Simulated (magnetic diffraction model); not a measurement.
# ErSnGeOs below its ordering temperature

Space group Cmcm (no. 63), a = 4.2520 Å, b = 17.4920 Å, c = 4.4400 Å.

| site | atom | x | y | z |
| --- | --- | --- | --- | --- |
| 4c | Os | 0 | 0.6825 | 3/4 |
| 4c | Er | 0 | 0.8880 | 3/4 |
| 4c | Sn | 0 | 0.5397 | 3/4 |
| 4c | Ge | 1/2 | 0.7551 | 3/4 |

The compound is invented for this exercise: a known structure type with other elements, its cell scaled to their sizes and not relaxed.

Only Er is taken to order (form factors of Er3+); orders and moment sizes are assumed, and not adapted to the symmetry. Radiation: neutrons of λ = 1.8 Å, 1.5° to 65°; isotropic B of 0.09 Å² (Os), 0.12 Å² (Er), 0.1 Å² (Sn) and 0.13 Å² (Ge). The intensities are simulated: I ∝ L Σ (|F_N|² + |F_M⊥|²) for unpolarised neutrons, with F_M = 2.695 fm/μB × Σ f(s) S exp(2πi Q·r) exp(−B s²) at Q = H ± k (one set where k and −k are equivalent), only the part normal to Q counting and L = 1/(sin²θ cos θ). For a modulated order the moment at position r is S exp(−2πi k·r) + c.c., with S = m/2 for a sine wave of amplitude m and S = m(u + iv)/2 for moments turning in a plane, u and v being orthogonal unit vectors in it; the phase factor of the sum at Q = H + k is then exp(2πi H·r). Form factors are spin-only for 3d ions and dipole or tabulated for f ions, scattering lengths are Sears's of 1992, and absorption is left out. A label names one of the reflections at its angle. The strongest nuclear line in the range is 100, and lines under 0.2 are left out.

Above the ordering temperature:

```
2θ (°)    index      I
 11.81  (0 2 0)   70.8
 23.75  (0 4 0)    1.9
 25.16  (1 1 0)   10.1
 26.28  (0 2 1)    3.2
 30.37  (1 3 0)    1.9
 33.58  (0 4 1)   12.0
 34.62  (1 1 1)   32.2
 35.96  (0 6 0)    0.6
 38.69  (1 3 1)  100.0
 38.92  (1 5 0)   75.5
 43.35  (0 6 1)   49.5
 45.91  (1 5 1)   32.9
 47.83  (0 0 2)   73.4
 49.39  (1 7 0)    5.3
 49.45  (0 2 2)    9.3
 50.09  (2 0 0)   67.9
 51.65  (2 2 0)    8.6
 54.09  (0 4 2)    0.8
 54.62  (0 8 1)   24.9
 54.80  (1 1 2)    4.9
 55.34  (1 7 1)   61.8
 56.16  (2 4 0)    0.8
```
(The table stops after 22 lines; 8 more lie at higher angle.)

Below it (cell unchanged):

```tsv
2θ (°)	I
5.81	362.5
11.81	70.8
13.17	2.2
21.16	42.7
23.75	1.9
24.47	18.1
25.16	10.1
25.85	20.8
26.28	3.2
29.65	1.8
30.37	1.9
30.81	12.9
30.95	6.3
31.74	19.7
33.58	12.0
34.62	32.2
35.26	15.9
35.96	0.6
36.46	1.8
38.10	1.2
38.69	100.0
38.92	75.5
39.04	9.0
39.39	11.9
40.26	5.9
41.55	5.9
42.75	12.1
42.96	1.7
43.35	49.5
43.35	0.3
45.91	32.9
47.08	4.8
47.83	73.4
48.42	6.5
49.00	2.6
49.20	8.0
```
(The table stops after 36 lines; 40 more lie at higher angle.)

**Question.** Find the propagation vector, then choose among these models:
A. moments turning in the plane of [001] and [100], 5 μB on Er; signs + at (0, 0.8880, 3/4), + at (1/2, 0.6120, 1/4)
B. a sine wave with moments along [010] (amplitudes given), 5 μB on Er; signs + at (0, 0.8880, 3/4), + at (1/2, 0.6120, 1/4)
C. a sine wave with moments along [100] (amplitudes given), 5 μB on Er; signs + at (0, 0.8880, 3/4), + at (1/2, 0.6120, 1/4)
D. moments turning in the plane of [100] and [010], 5 μB on Er; signs + at (0, 0.8880, 3/4), + at (1/2, 0.6120, 1/4)

The new lines index as (0 0 1/4) at 5.81°, (0 2 1/4) at 13.17°, (0 2 3/4) at 21.16° and (0 4 1/4) at 24.47°, that is as H ± k with k = (0 0 1/4). Satellites come in pairs about each point of the reciprocal lattice.

Magnetic intensity, observed (below minus above) and for each model:

| 2θ (°) | index | observed | A | B | C | D |
| --- | --- | --- | --- | --- | --- | --- |
| 5.81 | (0 0 1/4) | 362.5 | 181.2 | 181.2 | 181.2 | 362.5 |
| 21.16 | (0 2 3/4) | 42.7 | 33.3 | 17.4 | 25.3 | 42.7 |
| 24.47 | (0 4 1/4) | 18.1 | 33.3 | 1.0 | 17.1 | 18.1 |
| 25.85 | (1 1 1/4) | 20.8 | 20.8 | 18.7 | 2.1 | 20.8 |
| 30.81 | (1 1 3/4) | 12.9 | 10.1 | 9.4 | 3.5 | 12.9 |
| 31.74 | (0 2 5/4) | 19.7 | 12.1 | 9.1 | 10.6 | 19.7 |
| 35.26 | (1 3 3/4) | 15.9 | 16.0 | 9.4 | 6.5 | 15.9 |
| 39.39 | (1 5 1/4) | 11.9 | 18.4 | 4.8 | 7.0 | 11.9 |

Model D matches.

The structure used: k = (0 0 1/4), moments turning in the plane of [100] and [010], 5 μB on Er; signs + at (0, 0.8880, 3/4), + at (1/2, 0.6120, 1/4).

[Logs are printed without paths, hosts, clocks, repeated set-up lines and the standing remarks that a program may print on its own settings, such as how far it seeks lower states.]
